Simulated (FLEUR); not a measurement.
# Collinear magnetic orders of Cobalt with FLEUR, part 2 of 3

A self-consistent run ends on one state, which hangs on the start. Several orders of Cobalt are started in FLEUR and their energies compared.

FLEUR MaX-R8.1; PBE; all-electron FLAPW, Dirac cores, scalar-relativistic bands.

So far, largest spin moment in the muffin-tin sphere (μB): step 2 (order 1, typed as ferro ++) 1.68; step 3 (order 2, typed as antiferro q=(0,0,1/2) +-+-) 1.49.

**4. Order 3, typed as antiferro q=(0,1/2,1/2) +-+-**

Another pattern of signs weighs the neighbour shells otherwise.

The cell is doubled to 4 atoms to hold this order. Its mesh is not equivalent to the first one. The k list default-1 (kpts.xml, not shown) is a Γ-centred 17×17×17 mesh.

The input, inp.xml:

```
<?xml version="1.0" encoding="UTF-8" standalone="no"?>
<fleurInput fleurInputVersion="0.39">
   <comment>
      Co
   </comment>
   <calculationSetup>
      <cutoffs Kmax="3.6" Gmax="10.8" GmaxXC="10.8" numbands="0"/>
      <scfLoop itmax="90" minDistance="0.00002" maxIterBroyd="15" imix="Anderson" alpha="0.05" precondParam="0.0" spinf="2.0" sdNocoIR="T"/>
      <coreElectrons ctail="T" frcor="F" kcrel="0" coretail_lmax="0"/>
      <xcFunctional name="pbe" relativisticCorrections="F"/>
      <magnetism jspins="2"/>
      <soc l_soc="F" theta="0.0" phi="0.0" spav="F"/>
      <expertModes spex="0" secvar="F"/>
      <geometryOptimization l_f="F" forcealpha="1.0" forcemix="BFGS" epsdisp="0.00001" epsforce="0.00001"/>
      <ldaU l_linMix="F" mixParam="0.05" spinf="1.0"/>
   </calculationSetup>
   <cell>
      <bzIntegration valenceElectrons="68.0" mode="hist" fermiSmearingEnergy="0.00367493">
         <kPointListSelection listName="default-1"/>
         <xi:include xmlns:xi="http://www.w3.org/2001/XInclude" href="kpts.xml"> </xi:include>
      </bzIntegration>
      <xi:include xmlns:xi="http://www.w3.org/2001/XInclude" href="sym.xml"> </xi:include>
      <bulkLattice scale="1.0">
         <bravaisMatrix>
            <row-1>    4.7382992848220402     0.0000000000000000     0.0000000000000000</row-1>
            <row-2>   -4.7382992848220402     8.2069751025934714     0.0000000000000000</row-2>
            <row-3>   -2.3691496424110201     4.1034875512967357     7.6909963545095392</row-3>
         </bravaisMatrix>
      </bulkLattice>
   </cell>
   <atomSpecies>
      <species name="Cobalt (Co2.000" element="Co" atomicNumber="27">
         <mtSphere radius="2.3" gridPoints="761" logIncrement="0.016"/>
         <atomicCutoffs lmax="8" lnonsphr="6"/>
         <electronConfig flipSpins="F">
            <coreConfig>(1s1/2) (2s1/2) (2p1/2) (2p3/2)</coreConfig>
            <valenceConfig>(3s1/2) (3p1/2) (3p3/2) (4s1/2) (3d3/2) (3d5/2)</valenceConfig>
            <stateOccupation state="(3d3/2)" spinUp="1.5" spinDown="1.3"/>
            <stateOccupation state="(3d5/2)" spinUp="3.0" spinDown="1.2"/>
         </electronConfig>
         <energyParameters s="4" p="4" d="3" f="4"/>
         <lo type="SCLO" l="0" n="3" eDeriv="0"/>
         <lo type="SCLO" l="1" n="3" eDeriv="0"/>
      </species>
      <species name="Cobalt (Co-2.000" element="Co" atomicNumber="27">
         <mtSphere radius="2.3" gridPoints="761" logIncrement="0.016"/>
         <atomicCutoffs lmax="8" lnonsphr="6"/>
         <electronConfig flipSpins="F">
            <coreConfig>(1s1/2) (2s1/2) (2p1/2) (2p3/2)</coreConfig>
            <valenceConfig>(3s1/2) (3p1/2) (3p3/2) (4s1/2) (3d3/2) (3d5/2)</valenceConfig>
            <stateOccupation state="(3d3/2)" spinUp="1.3" spinDown="1.5"/>
            <stateOccupation state="(3d5/2)" spinUp="1.2" spinDown="3.0"/>
         </electronConfig>
         <energyParameters s="4" p="4" d="3" f="4"/>
         <lo type="SCLO" l="0" n="3" eDeriv="0"/>
         <lo type="SCLO" l="1" n="3" eDeriv="0"/>
      </species>
   </atomSpecies>
   <atomGroups>
      <atomGroup species="Cobalt (Co2.000">
         <relPos label="                   1">1.000/3.000 5.000/24.000 1.000/4.000</relPos>
         <relPos label="                   3">-1.000/3.000 -5.000/24.000 -1.000/4.000</relPos>
         <force calculate="T" relaxXYZ="TTT"/>
      </atomGroup>
      <atomGroup species="Cobalt (Co-2.000">
         <relPos label="                   2">1.000/3.000 -7.000/24.000 1.000/4.000</relPos>
         <relPos label="                   4">-1.000/3.000 7.000/24.000 -1.000/4.000</relPos>
         <force calculate="T" relaxXYZ="TTT"/>
      </atomGroup>
   </atomGroups>
   <output dos="F" band="F" slice="F">
      <bandDOS minEnergy="-.5*Htr" maxEnergy="0.5*Htr" sigma="0.015" storeEVData="T"/>
      <plotting iplot="0" polar="F">
         <plot TwoD="T" vec1="  1.0  0.0  0.0" vec2="  0.0  1.0  0.0" vec3="  0.0  0.0  1.0" zero="  0.0  0.0  0.0" file="plot"/>
      </plotting>
      <moessbauerParams electricFieldGradient="F" isomerShift="F" coreHyperfine="F" valenceHyperfine="F"/>
   </output>
</fleurInput>
```

The input, crystal.txt:

```
Co
&input film=F cartesian=F /
2.50740000000  0.00000000000  0.00000000000
-2.50740000000  4.34294419480  0.00000000000
-1.25370000000  2.17147209740  4.06990000000
1.8897261246
1.0 1.0 1.0

4
27 0.33333333335  0.20833333335  0.25000000000 : 2.000
27 0.33333333335  0.70833333335  0.25000000000 : -2.000
27 0.66666666665  0.79166666665  0.75000000000 : 2.000
27 0.66666666665  0.29166666665  0.75000000000 : -2.000

&kpt div1=17 div2=17 div3=17 gamma=T /
```

The run is started by

```bash
> OMP_NUM_THREADS=1 inpgen -f crystal.txt > inpgen.log  # inp.xml is then edited as shown
> OMP_NUM_THREADS=1 mpirun -n 4 fleur_MPI > fleur.log
```

The log of the run:

```text
[banner, memory and clock lines left out]
Welcome to FLEUR        (www.flapw.de)
      MaX-Release 8.1          (www.max-centre.eu)

 ========== k-point set info ==========
 Selected k-point list: default-1
 k-point list type: mesh
 0 x 0 x 0
 Number of k points: 2460

 [... set-up left out ...]
 Iteration:     1   Distance:      15.86825446 me/bohr^3
 Iteration:     2   Distance:      15.38016848 me/bohr^3
 Iteration:     3   Distance:      12.25840441 me/bohr^3
 Iteration:     4   Distance:       6.18099522 me/bohr^3
 Iteration:     5   Distance:       5.11026328 me/bohr^3
[...]
<sumOfEigenvalues value="    -3209.6435085460">
               <coreElectrons value="-3150.6343435823"/>
               <valenceElectrons value="-59.0091649637"/>
            </sumOfEigenvalues>
         [... left out ...]
            <freeEnergy value="-5573.8754177760"/>
            <extrapolationTo0K value="-5573.8690881765"/>
         </totalEnergy>
         <densityConvergence units="me/bohr^3">
            <chargeDensity spin="1" distance="0.0531975955"/>
            <chargeDensity spin="2" distance="0.0552341407"/>
            <overallChargeDensity distance="0.0345132797"/>
            <spinDensity distance="0.1028125599"/>
         </densityConvergence>
      </iteration>
```

Elapsed: 26 min, on 4 MPI ranks of Arm Neoverse V1, shared host; peak memory 1 GiB.

The run was cut off at its time limit.

After 20 cycles the density distance stands at 0.10 me/bohr³, still falling.

**5. Order 4, typed as antiferro q=(0,1/2,0) +--+**

An opposed order shows whether neighbours prefer unlike signs.

This order needs a doubled cell of 4 atoms. The mesh is halved along the doubled vector, so that both cells sample the same points. The k list default-1 (kpts.xml, not shown) is a Γ-centred 18×9×10 mesh.

Changes to inp.xml since step 4:

```diff
@@ -26,3 +26,3 @@
             <row-2>   -4.7382992848220402     8.2069751025934714     0.0000000000000000</row-2>
-            <row-3>   -2.3691496424110201     4.1034875512967357     7.6909963545095392</row-3>
+            <row-3>    0.0000000000000000     0.0000000000000000     7.6909963545095392</row-3>
          </bravaisMatrix>
@@ -60,4 +60,4 @@
       <atomGroup species="Cobalt (Co2.000">
-         <relPos label="                   1">1.000/3.000 5.000/24.000 1.000/4.000</relPos>
-         <relPos label="                   3">-1.000/3.000 -5.000/24.000 -1.000/4.000</relPos>
+         <relPos label="                   1">1.000/3.000 1.000/3.000 1.000/4.000</relPos>
+         <relPos label="                   4">-1.000/3.000 -1.000/3.000 -1.000/4.000</relPos>
          <force calculate="T" relaxXYZ="TTT"/>
@@ -65,4 +65,4 @@
       <atomGroup species="Cobalt (Co-2.000">
-         <relPos label="                   2">1.000/3.000 -7.000/24.000 1.000/4.000</relPos>
-         <relPos label="                   4">-1.000/3.000 7.000/24.000 -1.000/4.000</relPos>
+         <relPos label="                   2">1.000/3.000 -1.000/6.000 1.000/4.000</relPos>
+         <relPos label="                   3">-1.000/3.000 1.000/6.000 -1.000/4.000</relPos>
          <force calculate="T" relaxXYZ="TTT"/>
```

The input, crystal.txt:

```
Co
&input film=F cartesian=F /
2.50740000000  0.00000000000  0.00000000000
-2.50740000000  4.34294419480  0.00000000000
0.00000000000  0.00000000000  4.06990000000
1.8897261246
1.0 1.0 1.0

4
27 0.33333333340  0.33333333340  0.25000000000 : 2.000
27 0.33333333335  0.83333333335  0.25000000000 : -2.000
27 0.66666666665  0.16666666665  0.75000000000 : -2.000
27 0.66666666660  0.66666666660  0.75000000000 : 2.000

&kpt div1=18 div2=9 div3=10 gamma=T /
```

The log of the run:

```text
[banner, memory and clock lines left out]
Welcome to FLEUR        (www.flapw.de)
      MaX-Release 8.1          (www.max-centre.eu)

 ========== k-point set info ==========
 Selected k-point list: default-1
 k-point list type: mesh
 18 x 9 x 10
 Number of k points: 492

 [... set-up left out ...]
 Iteration:     1   Distance:      16.09951846 me/bohr^3
 Iteration:     2   Distance:      15.60268950 me/bohr^3
 Iteration:     3   Distance:      12.31607407 me/bohr^3
 Iteration:     4   Distance:       4.96337970 me/bohr^3
 Iteration:     5   Distance:       5.14061794 me/bohr^3
[...]
<sumOfEigenvalues value="    -3209.6958627422">
               <coreElectrons value="-3150.6729627774"/>
               <valenceElectrons value="-59.0228999649"/>
            </sumOfEigenvalues>
         [... left out ...]
            <freeEnergy value="-5573.8743222524"/>
            <extrapolationTo0K value="-5573.8672363388"/>
         </totalEnergy>
         <densityConvergence units="me/bohr^3">
            <chargeDensity spin="1" distance="0.0038084373"/>
            <chargeDensity spin="2" distance="0.0040580599"/>
            <overallChargeDensity distance="0.0010295804"/>
            <spinDensity distance="0.0078028234"/>
         </densityConvergence>
      </iteration>
```

The job ended after 17 min (4 MPI ranks; peak memory 0.45 GiB).

The run stopped without converging, so none of its numbers is a property of the system.

After 90 cycles the density distance stands at 0.0078 me/bohr³, above the threshold of 2e-05.

**6. Run 5 (antiferro +-)**

Another pattern of signs weighs the neighbour shells otherwise.

The k list default-1 (kpts.xml, not shown) is a Γ-centred 18×18×10 mesh.

Changes to inp.xml since step 5:

```diff
@@ -17,3 +17,3 @@
    <cell>
-      <bzIntegration valenceElectrons="68.0" mode="hist" fermiSmearingEnergy="0.00367493">
+      <bzIntegration valenceElectrons="34.0" mode="hist" fermiSmearingEnergy="0.00367493">
          <kPointListSelection listName="default-1"/>
@@ -24,4 +24,4 @@
          <bravaisMatrix>
-            <row-1>    4.7382992848220402     0.0000000000000000     0.0000000000000000</row-1>
-            <row-2>   -4.7382992848220402     8.2069751025934714     0.0000000000000000</row-2>
+            <row-1>    4.7382992847653478     0.0000000000188973     0.0000000000000000</row-1>
+            <row-2>   -2.3691496423921228     4.1034875513345304     0.0000000000000000</row-2>
             <row-3>    0.0000000000000000     0.0000000000000000     7.6909963545095392</row-3>
@@ -60,4 +60,3 @@
       <atomGroup species="Cobalt (Co2.000">
-         <relPos label="                   1">1.000/3.000 1.000/3.000 1.000/4.000</relPos>
-         <relPos label="                   4">-1.000/3.000 -1.000/3.000 -1.000/4.000</relPos>
+         <relPos label="                   1">1.000/3.000 -1.000/3.000 1.000/4.000</relPos>
          <force calculate="T" relaxXYZ="TTT"/>
@@ -65,4 +64,3 @@
       <atomGroup species="Cobalt (Co-2.000">
-         <relPos label="                   2">1.000/3.000 -1.000/6.000 1.000/4.000</relPos>
-         <relPos label="                   3">-1.000/3.000 1.000/6.000 -1.000/4.000</relPos>
+         <relPos label="                   2">-1.000/3.000 1.000/3.000 -1.000/4.000</relPos>
          <force calculate="T" relaxXYZ="TTT"/>
```

The input, crystal.txt:

```
Co
&input film=F cartesian=F /
2.50739999997  0.00000000001  0.00000000000
-1.25369999999  2.17147209742  0.00000000000
0.00000000000  0.00000000000  4.06990000000
1.8897261246
1.0 1.0 1.0

2
27 0.33333333333  0.66666666667  0.25000000000 : 2.000
27 0.66666666667  0.33333333333  0.75000000000 : -2.000

&kpt div1=18 div2=18 div3=10 gamma=T /
```

The log of the run:

```text
[banner, memory and clock lines left out]
Welcome to FLEUR        (www.flapw.de)
      MaX-Release 8.1          (www.max-centre.eu)

 ========== k-point set info ==========
 Selected k-point list: default-1
 k-point list type: mesh
 0 x 0 x 0
 Number of k points: 224

 [... set-up left out ...]
 Iteration:     1   Distance:      14.17701305 me/bohr^3
 Iteration:     2   Distance:      13.73294067 me/bohr^3
 Iteration:     3   Distance:      11.09058499 me/bohr^3
 Iteration:     4   Distance:       5.70476917 me/bohr^3
 Iteration:     5   Distance:       4.55327697 me/bohr^3
[...]
<sumOfEigenvalues value="    -1604.8093286997">
               <coreElectrons value="-1575.3063955964"/>
               <valenceElectrons value="-29.5029331033"/>
            </sumOfEigenvalues>
         [... left out ...]
            <freeEnergy value="-2786.9377559759"/>
            <extrapolationTo0K value="-2786.9345963131"/>
         </totalEnergy>
         <densityConvergence units="me/bohr^3">
            <chargeDensity spin="1" distance="0.0000083474"/>
            <chargeDensity spin="2" distance="0.0000088645"/>
            <overallChargeDensity distance="0.0000080864"/>
            <spinDensity distance="0.0000152028"/>
         </densityConvergence>
      </iteration>
```

Wall time 59 s (4 MPI ranks); peak memory 0.34 GiB.

This step gave:

```
free energy                                                       : -75836.4397 eV
program's band gap on this mesh (in a metal only a level spacing) : 4.47e-4 eV
magnetization                                                     : 0 μB
final state                                                       : antiferromagnetic
largest moment                                                    : 0.9412 μB
```

It lies 211 meV a seeded atom over the first start, and its largest moment is 0.941 μB against 1.68 μB.

**7. Run 6 (antiferro q=(0,1/2,0) +-+-)**

An opposed order shows whether neighbours prefer unlike signs.

This order needs a doubled cell of 4 atoms. The mesh is halved along the doubled vector, so that both cells sample the same points. The k list default-1 (kpts.xml, not shown) is a Γ-centred 18×9×10 mesh.

Changes to inp.xml since step 6:

```diff
@@ -17,3 +17,3 @@
    <cell>
-      <bzIntegration valenceElectrons="34.0" mode="hist" fermiSmearingEnergy="0.00367493">
+      <bzIntegration valenceElectrons="68.0" mode="hist" fermiSmearingEnergy="0.00367493">
          <kPointListSelection listName="default-1"/>
@@ -24,4 +24,4 @@
          <bravaisMatrix>
-            <row-1>    4.7382992847653478     0.0000000000188973     0.0000000000000000</row-1>
-            <row-2>   -2.3691496423921228     4.1034875513345304     0.0000000000000000</row-2>
+            <row-1>    4.7382992848220402     0.0000000000000000     0.0000000000000000</row-1>
+            <row-2>   -4.7382992848220402     8.2069751025934714     0.0000000000000000</row-2>
             <row-3>    0.0000000000000000     0.0000000000000000     7.6909963545095392</row-3>
@@ -60,3 +60,4 @@
       <atomGroup species="Cobalt (Co2.000">
-         <relPos label="                   1">1.000/3.000 -1.000/3.000 1.000/4.000</relPos>
+         <relPos label="                   1">1.000/3.000 1.000/12.000 1.000/4.000</relPos>
+         <relPos label="                   3">-1.000/3.000 -1.000/12.000 -1.000/4.000</relPos>
          <force calculate="T" relaxXYZ="TTT"/>
@@ -64,3 +65,4 @@
       <atomGroup species="Cobalt (Co-2.000">
-         <relPos label="                   2">-1.000/3.000 1.000/3.000 -1.000/4.000</relPos>
+         <relPos label="                   2">1.000/3.000 -5.000/12.000 1.000/4.000</relPos>
+         <relPos label="                   4">-1.000/3.000 5.000/12.000 -1.000/4.000</relPos>
          <force calculate="T" relaxXYZ="TTT"/>
```

The input, crystal.txt:

```
Co
&input film=F cartesian=F /
2.50740000000  0.00000000000  0.00000000000
-2.50740000000  4.34294419480  0.00000000000
0.00000000000  0.00000000000  4.06990000000
1.8897261246
1.0 1.0 1.0

4
27 0.33333333340  0.33333333340  0.25000000000 : 2.000
27 0.33333333335  0.83333333335  0.25000000000 : -2.000
27 0.66666666660  0.16666666660  0.75000000000 : 2.000
27 0.66666666665  0.66666666665  0.75000000000 : -2.000

&kpt div1=18 div2=9 div3=10 gamma=T /
```

The log of the run:

```text
[banner, memory and clock lines left out]
Welcome to FLEUR        (www.flapw.de)
      MaX-Release 8.1          (www.max-centre.eu)

 ========== k-point set info ==========
 Selected k-point list: default-1
 k-point list type: mesh
 18 x 9 x 10
 Number of k points: 492

 [... set-up left out ...]
 Iteration:     1   Distance:      12.91116219 me/bohr^3
 Iteration:     2   Distance:      12.51518506 me/bohr^3
 Iteration:     3   Distance:      10.27127319 me/bohr^3
 Iteration:     4   Distance:       4.33794956 me/bohr^3
 Iteration:     5   Distance:       3.90302256 me/bohr^3
[...]
<sumOfEigenvalues value="    -3209.5878777846">
               <coreElectrons value="-3150.5830293367"/>
               <valenceElectrons value="-59.0048484478"/>
            </sumOfEigenvalues>
         [... left out ...]
            <freeEnergy value="-5573.8792334396"/>
            <extrapolationTo0K value="-5573.8739918744"/>
         </totalEnergy>
         <densityConvergence units="me/bohr^3">
            <chargeDensity spin="1" distance="0.0000024004"/>
            <chargeDensity spin="2" distance="0.0000022662"/>
            <overallChargeDensity distance="0.0000022534"/>
            <spinDensity distance="0.0000040886"/>
         </densityConvergence>
      </iteration>
```

The job ended after 8.1 min (4 MPI ranks; peak memory 0.45 GiB; 32 min of CPU time).

This step gave:

| Property | Result |
| --- | --- |
| free energy | -151672.9807 eV |
| program's band gap on this mesh (in a metal only a level spacing) | 1.98e-7 eV |
| magnetization | 0 μB |
| final state | antiferromagnetic |
| largest moment | 1.156 μB |

It lies 186 meV a seeded atom over the first start, and its largest moment is 1.16 μB against 1.68 μB.

**8. Ranking**

Free energies are divided by the number of seeded atoms, so that cells of unlike size compare. Wavevectors q in the names are fractions of the primitive cell's reciprocal vectors.

Orders:

```csv
start,final state,typed order kept,energy over the lowest (meV a seeded atom),largest sphere moment (μB),net moment (μB a primitive cell),mesh matched,CPU time (s)
ferro ++,ferromagnetic,yes,0,1.676,3.225,yes,74.65
"antiferro q=(0,0,1/2) +-+-",antiferromagnetic,yes,118.3,1.488,0,yes,353.5
antiferro +-,antiferromagnetic,yes,211.2,0.9412,0,yes,236.1
"antiferro q=(0,1/2,0) +-+-",antiferromagnetic,yes,185.9,1.156,0,yes,1934
```

(Part 2 of 3 ends here.)

[Logs and program files are shortened in this print: banners, set-up blocks, solver, clock and traceback lines can be left out without a mark of their own.]

[Logs are printed without paths, hosts, clocks, repeated set-up lines and the standing remarks that a program may print on its own settings, such as how far it seeks lower states.]

[Hosts, paths, dates, database ids (printed as entryN), source tags and the programs' standing remarks are cut or masked in the printed files.]

[Where a cell is said to come from a database of computed structures, the database is the Materials Project.]
